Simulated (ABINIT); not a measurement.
# Quasiparticle gap of Te2Mo (P6_3/mmc) in ABINIT, part 2 of 3

Wanted: ground state, empty states, screening and self-energy for Te2Mo (P6_3/mmc).

ABINIT 10.8.3; PBE and many-body steps on it, plane waves. Known limits of the many-body steps: short of the basis limit; no spin-orbit coupling; coarse k mesh.

So far. Step 2 (Ground state): The gap is indirect, with the least direct gap 0.21 eV higher.

### Step 3. Bands along the symmetry lines

Level of this step: DFT, PBE, plane waves, norm-conserving pseudopotentials (ABINIT).

The cheap functional maps the bands first; the places of the edges decide which points the dearer methods must see.

run.abi reads:

```
acell 3*1.0 Angstrom
rprim 
  3.518200000003 -0.000000000001 0.000000000000
  -1.759100000001 3.046850575598 0.000000000000
  0.000000000000 0.000000000000 13.973600000000
ntypat 2
znucl 52 42
natom 6
typat 1 1 1 1 2 2
xred 
  0.333333333333 0.666666666667 0.621000000000
  0.666666666667 0.333333333333 0.121000000000
  0.333333333333 0.666666666667 0.879000000000
  0.666666666667 0.333333333333 0.379000000000
  0.333333333333 0.666666666667 0.250000000000
  0.666666666667 0.333333333333 0.750000000000
pp_dirpath "pseudos"
pseudos "Te.upf, Mo.upf"
ecut 39
iscf -2
irdden 1
kptopt 0
nkpt 30
kpt 
  0.00000000 0.00000000 0.00000000
  0.16666667 0.00000000 0.00000000
  0.33333333 0.00000000 0.00000000
  0.50000000 0.00000000 0.00000000
  0.44444444 0.11111111 0.00000000
  0.38888889 0.22222222 0.00000000
  0.33333333 0.33333333 0.00000000
  0.22222222 0.22222222 0.00000000
  0.11111111 0.11111111 0.00000000
  0.00000000 0.00000000 0.00000000
  0.00000000 0.00000000 0.16666667
  0.00000000 0.00000000 0.33333333
  0.00000000 0.00000000 0.50000000
  0.16666667 0.00000000 0.50000000
  0.33333333 0.00000000 0.50000000
  0.50000000 0.00000000 0.50000000
  0.44444444 0.11111111 0.50000000
  0.38888889 0.22222222 0.50000000
  0.33333333 0.33333333 0.50000000
  0.22222222 0.22222222 0.50000000
  0.11111111 0.11111111 0.50000000
  0.00000000 0.00000000 0.50000000
  0.50000000 0.00000000 0.50000000
  0.50000000 0.00000000 0.33333333
  0.50000000 0.00000000 0.16666667
  0.50000000 0.00000000 0.00000000
  0.33333333 0.33333333 0.50000000
  0.33333333 0.33333333 0.33333333
  0.33333333 0.33333333 0.16666667
  0.33333333 0.33333333 0.00000000
istwfk *1
nband 69
nbdbuf 2
tolwfr 1e-08
nstep 40
prtwf 0
prtvol 0
indata_prefix "in"
outdata_prefix "out"
tmpdata_prefix "tmp"
```

On the command line:

```console
OMP_NUM_THREADS=1 mpirun -n 8 abinit run.abi > log
```

What it wrote:

```text
.Version 10.8.3 of ABINIT. v10.8.2 released Aug 2026.

 Symmetries : space group P6_3/m m c (#194); Bravais hP (primitive hexag.)
[... echo of the input left out ...]
== DATASET  1 ==================================================================
-   mpi_nproc: 8, omp_nthreads: 1 (-1 if OMP is not activated)

--- !DatasetInfo
iteration_state: {dtset: 1, }
dimensions: {natom: 6, nkpt: 30, mband: 69, nsppol: 1, nspinor: 1, nspden: 1, mpw: 11810, }
cutoff_energies: {ecut:  39.0, pawecutdg:  -1.0, }
electrons: {nelect:   1.24000000E+02, charge:   0.00000000E+00, occopt:   1.00000000E+00, tsmear:   1.00000000E-02, }

 Real(R)+Recip(G) space primitive vectors, cartesian coordinates (Bohr,Bohr^-1):
 R(1)=  6.6484345  0.0000000  0.0000000  G(1)=  0.1504113  0.0868400  0.0000000
 R(2)= -3.3242172  5.7577131  0.0000000  G(2)=  0.0000000  0.1736801  0.0000000
 R(3)=  0.0000000  0.0000000 26.4062770  G(3)=  0.0000000  0.0000000  0.0378698
 Unit cell volume ucvol=  1.0108264E+03 bohr^3
 Angles (23,13,12)=  9.00000000E+01  9.00000000E+01  1.20000000E+02 degrees

 getcut: wavevector=  0.0000  0.0000  0.0000  ngfft=  40  40 150
         ecut(hartree)=     39.000   => boxcut(ratio)=   2.02063

--- Pseudopotential description ------------------------------------------------
- Te Generated using ONCVPSP code by D. R. Hamann
- 52.00000  24.00000  220131                  znucl, zion, pspdat
12 -101130 3 -1 1294                          pspcod,pspxc,lmax,lloc,mmax
     nproj     2     2     2     2
  pspatm : epsatm=   28.89495404
         --- l  ekb(1:nproj) -->
             0    9.158100   -0.350391
             1    3.254928   -0.666646
             2   -3.247931   -0.911641
[...]
pspatm: atomic psp has been read  and splines computed

- Mo Generated using ONCVPSP code by D. R. Hamann
- 42.00000  14.00000  171031                  znucl, zion, pspdat
12 -101130 2 -1 1640                          pspcod,pspxc,lmax,lloc,mmax
     nproj     2     2     2     0
  pspatm : epsatm=   15.95693798
         --- l  ekb(1:nproj) -->
[...]
pspatm: atomic psp has been read  and splines computed

--------------------------------------------------------------------------------

================================================================================
 prteigrs : about to open file out_EIG
 Non-SCF case, kpt    1 (  0.00000  0.00000  0.00000), residuals and eigenvalues=
  8.58E-09  9.17E-09  3.94E-09  4.08E-09  2.53E-09  4.09E-09  3.64E-09  7.80E-09
  2.93E-09  4.57E-09  4.26E-09  7.58E-09  3.51E-09  2.87E-09  4.15E-09  4.20E-09
  9.07E-09  8.57E-09  2.39E-09  5.08E-09  4.24E-09  7.33E-09  2.25E-09  5.28E-09
[...]
4.52E-09  9.80E-09  4.54E-09  1.06E-07  4.67E-09
 -5.4938E+00 -5.4938E+00 -5.4938E+00 -5.4938E+00 -3.6576E+00 -3.6576E+00
 -3.6576E+00 -3.6576E+00 -3.6576E+00 -3.6576E+00 -3.6576E+00 -3.6576E+00
[...]
Non-SCF case, kpt   30 (  0.33333  0.33333  0.00000), residuals and eigenvalues=
[...]
2.4169E-01  2.4169E-01  2.5018E-01  2.5018E-01  2.9753E-01  2.9753E-01
  3.5379E-01  3.6258E-01  4.0075E-01  4.0075E-01  4.0783E-01  4.4495E-01
[...]
--- !ResultsGS
iteration_state: {dtset: 1, }
comment   : Summary of ground state results
lattice_vectors:
- [  6.6484345,  -0.0000000,   0.0000000, ]
- [ -3.3242172,   5.7577131,   0.0000000, ]
- [  0.0000000,   0.0000000,  26.4062770, ]
lattice_lengths: [   6.64843,    6.64843,   26.40628, ]
lattice_angles: [ 90.000,  90.000, 120.000, ] # degrees, (23, 13, 12)
lattice_volume:   1.0108264E+03
convergence: {deltae:  0.000E+00, res2:  0.000E+00, residm:  9.995E-09, diffor:  0.000E+00, }
etotal    :  -1.26255479E+03
entropy   :   0.00000000E+00
fermie    :   3.64950872E-01
cartesian_stress_tensor: null
pressure_GPa: null
xred      :
- [  3.3333E-01,   6.6667E-01,   6.2100E-01, Te]
- [  6.6667E-01,   3.3333E-01,   1.2100E-01, Te]
- [  3.3333E-01,   6.6667E-01,   8.7900E-01, Te]
- [  6.6667E-01,   3.3333E-01,   3.7900E-01, Te]
- [  3.3333E-01,   6.6667E-01,   2.5000E-01, Mo]
- [  6.6667E-01,   3.3333E-01,   7.5000E-01, Mo]
cartesian_forces: null
force_length_stats: {min: null, max: null, mean: null, }

 Integrated electronic density in atomic spheres:
 ------------------------------------------------
 Atom  Sphere_radius  Integrated_density
[...]
================================================================================

 ----iterations are completed or convergence reached----

 Mean square residual over all n,k,spin=   53.322E-10; max=  99.955E-10
 reduced coordinates (array xred) for    6 atoms
[...]
0.333333      0.666667      0.250000
       0.666667      0.333333      0.750000

 cartesian coordinates (angstrom) at end:
    1      3.3e-13     2.031234     8.677606
    2      1.759100     1.015617     1.690806
    3      3.3e-13     2.031234    12.282794
    4      1.759100     1.015617     5.295994
    5      3.3e-13     2.031234     3.493400
    6      1.759100     1.015617    10.480200
 length scales=  1.889726  1.889726  1.889726 bohr
              =  1.000000  1.000000  1.000000 angstroms
 prteigrs : about to open file out_EIG
 Eigenvalues (hartree) for nkpt=  30  k points:
 kpt#   1, nband= 69, wtk=  1.00000, kpt=  0.0000  0.0000  0.0000 (reduced coord)
[...]
kpt#   2, nband= 69, wtk=  1.00000, kpt=  0.1667  0.0000  0.0000 (reduced coord)
[...]
kpt#   3, nband= 69, wtk=  1.00000, kpt=  0.3333  0.0000  0.0000 (reduced coord)
[...]
kpt#  29, nband= 69, wtk=  1.00000, kpt=  0.3333  0.3333  0.1667 (reduced coord)
[...]
0.41014    0.44179    0.45046    0.45046    0.50490
 kpt#  30, nband= 69, wtk=  1.00000, kpt=  0.3333  0.3333  0.0000 (reduced coord)
[...]
0.18575    0.19328    0.19328    0.19466    0.21028    0.22236    0.24169    0.24169
   0.25018    0.25018    0.29753    0.29753    0.35379    0.36258    0.40075    0.40075
   0.40783    0.44495    0.44983    0.44983    0.50816

== END DATASET(S) ==============================================================
================================================================================

 -outvars: echo values of variables after computation  --------
            nband          69
             nkpt          30
          spgroup         194
 [... the other variables as echoed above ...]

 Calculation completed.
```

Run time: 2.1 min. Hardware: 8 MPI ranks of Intel Xeon 6975P-C (Granite Rapids), shared host; peak memory 1.2 GiB; 17 min of CPU time.

Numbers from this step:

- gap: 0.7867 eV
- k of the valence top: 0, 0, 0
- k of the conduction bottom: 0.2222, 0.2222, 0
- least direct gap: 1.039 eV

The gap is 0.787 eV, −0.042 eV from the run before at this level.

Electronic bands along the path, in eV, zero at the top of the highest filled band:

```tsv
point	band 59	band 60	band 61	band 62	band 63	band 64	band 65	band 66
Γ	-1.01	-1.01	-0.33	0.00	2.91	2.91	3.04	3.04
M	-1.01	-0.95	-0.60	-0.31	1.27	1.33	1.46	1.79
K	-1.83	-1.83	-0.30	-0.06	0.97	0.97	1.17	2.18
Γ	-1.01	-1.01	-0.33	0.00	2.91	2.91	3.04	3.04
A	-1.03	-1.03	-0.08	-0.08	2.94	2.94	2.94	2.94
L	-0.96	-0.96	-0.46	-0.46	1.29	1.29	1.64	1.64
H	-2.00	-2.00	-0.21	-0.21	0.98	0.98	1.63	1.63
A	-1.03	-1.03	-0.08	-0.08	2.94	2.94	2.94	2.94
jump to L	-0.96	-0.96	-0.46	-0.46	1.29	1.29	1.64	1.64
M	-1.01	-0.95	-0.60	-0.31	1.27	1.33	1.46	1.79
jump to H	-2.00	-2.00	-0.21	-0.21	0.98	0.98	1.63	1.63
K	-1.83	-1.83	-0.30	-0.06	0.97	0.97	1.17	2.18
```

### Step 4. Empty states on the mesh, 3×3×1 mesh, 559 bands

The sums over transitions need many empty states on a uniform mesh; this step solves for them.

run.abi reads:

```
acell 3*1.0 Angstrom
rprim 
  3.518200000003 -0.000000000001 0.000000000000
  -1.759100000001 3.046850575598 0.000000000000
  0.000000000000 0.000000000000 13.973600000000
ntypat 2
znucl 52 42
natom 6
typat 1 1 1 1 2 2
xred 
  0.333333333333 0.666666666667 0.621000000000
  0.666666666667 0.333333333333 0.121000000000
  0.333333333333 0.666666666667 0.879000000000
  0.666666666667 0.333333333333 0.379000000000
  0.333333333333 0.666666666667 0.250000000000
  0.666666666667 0.333333333333 0.750000000000
pp_dirpath "pseudos"
pseudos "Te.upf, Mo.upf"
ecut 39
ngkpt 3 3 1
nshiftk 1
shiftk 0 0 0
kptopt 1
chksymbreak 0
iscf -2
irdden 1
istwfk *1
nband 559
nbdbuf 50
tolwfr 1e-09
nstep 60
prtvol 0
indata_prefix "in"
outdata_prefix "out"
tmpdata_prefix "tmp"
```

On the command line:

```console
OMP_NUM_THREADS=2 mpirun -n 3 abinit run.abi > log
```

What it wrote:

```text
.Version 10.8.3 of ABINIT. v10.8.2 released Aug 2026.

 Symmetries : space group P6_3/m m c (#194); Bravais hP (primitive hexag.)
[... echo of the input left out ...]
== DATASET  1 ==================================================================
-   mpi_nproc: 3, omp_nthreads: 2 (-1 if OMP is not activated)

--- !DatasetInfo
iteration_state: {dtset: 1, }
dimensions: {natom: 6, nkpt: 3, mband: 559, nsppol: 1, nspinor: 1, nspden: 1, mpw: 11799, }
cutoff_energies: {ecut:  39.0, pawecutdg:  -1.0, }
electrons: {nelect:   1.24000000E+02, charge:   0.00000000E+00, occopt:   1.00000000E+00, tsmear:   1.00000000E-02, }

 Real(R)+Recip(G) space primitive vectors, cartesian coordinates (Bohr,Bohr^-1):
 R(1)=  6.6484345  0.0000000  0.0000000  G(1)=  0.1504113  0.0868400  0.0000000
 R(2)= -3.3242172  5.7577131  0.0000000  G(2)=  0.0000000  0.1736801  0.0000000
 R(3)=  0.0000000  0.0000000 26.4062770  G(3)=  0.0000000  0.0000000  0.0378698
 Unit cell volume ucvol=  1.0108264E+03 bohr^3
 Angles (23,13,12)=  9.00000000E+01  9.00000000E+01  1.20000000E+02 degrees

 getcut: wavevector=  0.0000  0.0000  0.0000  ngfft=  40  40 150
         ecut(hartree)=     39.000   => boxcut(ratio)=   2.02063

--- Pseudopotential description ------------------------------------------------
- Te Generated using ONCVPSP code by D. R. Hamann
- 52.00000  24.00000  220131                  znucl, zion, pspdat
12 -101130 3 -1 1294                          pspcod,pspxc,lmax,lloc,mmax
     nproj     2     2     2     2
  pspatm : epsatm=   28.89495404
         --- l  ekb(1:nproj) -->
             0    9.158100   -0.350391
             1    3.254928   -0.666646
             2   -3.247931   -0.911641
[...]
pspatm: atomic psp has been read  and splines computed

- Mo Generated using ONCVPSP code by D. R. Hamann
- 42.00000  14.00000  171031                  znucl, zion, pspdat
12 -101130 2 -1 1640                          pspcod,pspxc,lmax,lloc,mmax
     nproj     2     2     2     0
  pspatm : epsatm=   15.95693798
         --- l  ekb(1:nproj) -->
[...]
pspatm: atomic psp has been read  and splines computed

--------------------------------------------------------------------------------

================================================================================
 prteigrs : about to open file out_EIG
 Non-SCF case, kpt    1 (  0.00000  0.00000  0.00000), residuals and eigenvalues=
  2.27E-10  2.78E-10  2.35E-10  2.79E-10  3.89E-10  3.91E-10  4.85E-10  3.91E-10
  3.27E-10  3.52E-10  4.32E-10  4.75E-10  3.67E-10  3.95E-10  3.48E-10  4.49E-10
  1.24E-10  1.08E-10  6.22E-10  9.83E-10  4.42E-11  7.04E-10  4.63E-11  7.68E-10
[...]
2.88E-04  4.15E-04  5.97E-04  7.58E-04  6.00E-04  7.24E-04  1.49E-03
 -5.4938E+00 -5.4938E+00 -5.4938E+00 -5.4938E+00 -3.6576E+00 -3.6576E+00
 -3.6576E+00 -3.6576E+00 -3.6576E+00 -3.6576E+00 -3.6576E+00 -3.6576E+00
 -3.6552E+00 -3.6552E+00 -3.6552E+00 -3.6552E+00 -1.8705E+00 -1.8705E+00
[...]
4.5045E+00  4.5061E+00  4.5106E+00  4.5109E+00  4.5141E+00  4.5340E+00
  4.5354E+00  4.5361E+00  4.5402E+00  4.5420E+00  4.5625E+00  4.5661E+00
  4.5708E+00
 prteigrs : prtvol=0 or 1, do not print more k-points.

--- !ResultsGS
iteration_state: {dtset: 1, }
comment   : Summary of ground state results
lattice_vectors:
- [  6.6484345,  -0.0000000,   0.0000000, ]
- [ -3.3242172,   5.7577131,   0.0000000, ]
- [  0.0000000,   0.0000000,  26.4062770, ]
lattice_lengths: [   6.64843,    6.64843,   26.40628, ]
lattice_angles: [ 90.000,  90.000, 120.000, ] # degrees, (23, 13, 12)
lattice_volume:   1.0108264E+03
convergence: {deltae:  0.000E+00, res2:  0.000E+00, residm:  9.907E-10, diffor:  0.000E+00, }
etotal    :  -1.26255479E+03
entropy   :   0.00000000E+00
fermie    :   3.64950872E-01
cartesian_stress_tensor: null
pressure_GPa: null
xred      :
- [  3.3333E-01,   6.6667E-01,   6.2100E-01, Te]
- [  6.6667E-01,   3.3333E-01,   1.2100E-01, Te]
- [  3.3333E-01,   6.6667E-01,   8.7900E-01, Te]
- [  6.6667E-01,   3.3333E-01,   3.7900E-01, Te]
- [  3.3333E-01,   6.6667E-01,   2.5000E-01, Mo]
- [  6.6667E-01,   3.3333E-01,   7.5000E-01, Mo]
cartesian_forces: null
force_length_stats: {min: null, max: null, mean: null, }

 Integrated electronic density in atomic spheres:
 ------------------------------------------------
 Atom  Sphere_radius  Integrated_density
[...]
================================================================================

 ----iterations are completed or convergence reached----

 Mean square residual over all n,k,spin=   32.662E-11; max=  99.069E-11
 reduced coordinates (array xred) for    6 atoms
[...]
0.333333      0.666667      0.250000
       0.666667      0.333333      0.750000

 cartesian coordinates (angstrom) at end:
    1      3.3e-13     2.031234     8.677606
    2      1.759100     1.015617     1.690806
    3      3.3e-13     2.031234    12.282794
    4      1.759100     1.015617     5.295994
    5      3.3e-13     2.031234     3.493400
    6      1.759100     1.015617    10.480200
 length scales=  1.889726  1.889726  1.889726 bohr
              =  1.000000  1.000000  1.000000 angstroms
 prteigrs : about to open file out_EIG
 Eigenvalues (hartree) for nkpt=   3  k points:
 kpt#   1, nband=559, wtk=  0.11111, kpt=  0.0000  0.0000  0.0000 (reduced coord)
[...]
4.45017    4.45960    4.46460    4.46567    4.46567    4.48495    4.49268    4.49269
   4.49913    4.49927    4.50449    4.50612    4.51062    4.51088    4.51414    4.53396
   4.53544    4.53614    4.54016    4.54203    4.56246    4.56609    4.57079
 prteigrs : prtvol=0 or 1, do not print more k-points.

== END DATASET(S) ==============================================================
================================================================================

 -outvars: echo values of variables after computation  --------
            nband         559
             nkpt           3
          spgroup         194
 [... the other variables as echoed above ...]

 Calculation completed.
```

Elapsed: 7 min, on 3 MPI ranks; peak memory 0.71 GiB; 33 min of CPU time.

This step gave:

| Quantity | Value |
| --- | --- |
| gap | 0.9742 eV |
| k of the valence top | 0, 0, 0 |
| k of the conduction bottom | 0.3333, 0.3333, 0 |
| least direct gap | 1.039 eV |
| k points computed | 3 |
| lowest point of the top converged band, above the valence top | 104.6866 eV |

On this mesh the gap is 0.974 eV. The earlier step found 0.829 eV, so this mesh misses an edge.

### Step 5. Screening, 3×3×1 mesh, 509 bands, screening to 149.7 eV

The RPA dielectric matrix is built and inverted for each q.

This step: RPA screening on PBE, plane waves, norm-conserving pseudopotentials.

Changes to run.abi since step 4:

```diff
@@ -24,10 +24,11 @@
 chksymbreak 0
-iscf -2
-irdden 1
 istwfk *1
-nband 559
-nbdbuf 50
-tolwfr 1e-09
-nstep 60
-prtvol 0
+occopt 1
+irdwfk 1
+optdriver 3
+nband 509
+ecuteps 5.5
+inclvkb 2
+awtr 1
+symchi 1
 indata_prefix "in"
```

On the command line:

```console
OMP_NUM_THREADS=1 mpirun -n 8 abinit run.abi > log
```

What it wrote:

```text
.Version 10.8.3 of ABINIT. v10.8.2 released Aug 2026.

 Symmetries : space group P6_3/m m c (#194); Bravais hP (primitive hexag.)
[... echo of the input left out ...]
== DATASET  1 ==================================================================
-   mpi_nproc: 8, omp_nthreads: 1 (-1 if OMP is not activated)

--- !DatasetInfo
iteration_state: {dtset: 1, }
dimensions: {natom: 6, nkpt: 3, mband: 509, nsppol: 1, nspinor: 1, nspden: 1, mpw: 11799, }
cutoff_energies: {ecut:  39.0, pawecutdg:  -1.0, }
electrons: {nelect:   1.24000000E+02, charge:   0.00000000E+00, occopt:   1.00000000E+00, tsmear:   1.00000000E-02, }

 SCREENING: Calculation of the susceptibility and dielectric matrices

 Based on a program developped by R.W. Godby, V. Olevano, G. Onida, and L. Reining.
 Incorporated in ABINIT by V. Olevano, G.-M. Rignanese, and M. Torrent.
.Using double precision arithmetic ; gwpc =  8

[... cell and pseudopotentials left out ...]
--------------------------------------------------------------------------------

 ==== K-mesh for the wavefunctions ====
 Number of points in the irreducible wedge :     3
[... list of points left out ...]
 Together with 24 symmetry operations and time-reversal symmetry
 yields     9 points in the full Brillouin Zone.

 ==== Q-mesh for the screening function ====
 Number of points in the irreducible wedge :     3
[... list of points left out ...]
 Together with 24 symmetry operations and time-reversal symmetry
 yields     9 points in the full Brillouin Zone.

 setmesh: FFT mesh size selected  =    24x   24x  108
          total number of points  =        62208

 vcoul_init : cutoff-mode = AUXILIARY_FUNCTION
 q-points for optical limit:   1
     1)      0.000010    0.000020    0.000030

- screening: taking advantage of time-reversal symmetry
- Maximum band index for partially occupied states nbvw = 62
- Remaining bands to be divided among processors   nbcw = 447
- Number of bands treated by each node ~55

 Number of electrons calculated from density =  124.0000; Expected =  124.0000
 average of density, n =  0.122672
 r_s =    1.2485
 omega_plasma =   33.7853 [eV]

 calculating chi0 at frequencies [eV] :
  1    0.000000E+00    0.000000E+00
  2    0.000000E+00    3.378533E+01

--------------------------------------------------------------------------------
  q-point number  1        q = ( 0.000000, 0.000000, 0.000000) [r.l.u.]
--------------------------------------------------------------------------------
[... chi0 elements left out ...]
 For q-point:  0.000010 0.000020 0.000030
  dielectric constant =  20.3528
  dielectric constant without local fields =  23.1307

  Average fulfillment of the sum rule on Im[epsilon] for q-point    1 :     79.18  [%]
[... wings left out ...]
  q-point number  2        q = ( 0.333333, 0.000000, 0.000000) [r.l.u.]
--------------------------------------------------------------------------------
[... chi0 elements left out ...]
  Average fulfillment of the sum rule on Im[epsilon] for q-point    2 :     77.14  [%]

 [... 1 further q-points ...]
```

Run time: 4.3 min. Hardware: 8 MPI ranks; peak memory 5 GiB; 34 min of CPU time.

This step gave:

```
ε∞ with local fields, on this mesh    : 20.35
ε∞ without local fields, on this mesh : 23.13
plasma frequency                      : 33.79 eV
plane waves in the screening matrix   : 639
```

Local fields lower ε∞ by 12 %. On a Γ-centred mesh this coarse the value itself is usually too large, while a short band sum pulls it down.

[end of part 2 of 3]

[Long decimals in the printed logs are rounded to 6 places.]

[Logs are printed without paths, hosts, clocks, repeated set-up lines and the standing remarks that a program may print on its own settings, such as how far it seeks lower states.]

[Paths, hosts, dates, memory and timing lines, banners, echoed tables and standing remarks are left out of the program output; an Ansatz launch command may be rebuilt from the run's recorded settings. Measured values are a selection of at most five: reports struck by readers or far from the other reports are left out. None is set beside runs whose start may be inverted or whose files or cutoffs have a known fault.]

[Runs of the session that timed out or met a known fault of the program may be left out.]

[Hosts, paths, dates, database ids (printed as entryN), source tags and the programs' standing remarks are cut or masked in the printed files.]

[G0W0 gaps are taken among the corrected bands and points alone; a level outside them can change the order at an edge.]

[Where Ansatz stands beside ABINIT at settings called matched, ABINIT's density can come from a denser mesh and the files from another edition; pairs whose starting gaps differed by over 0.03 eV were left out, so agreement reads better than it is.]
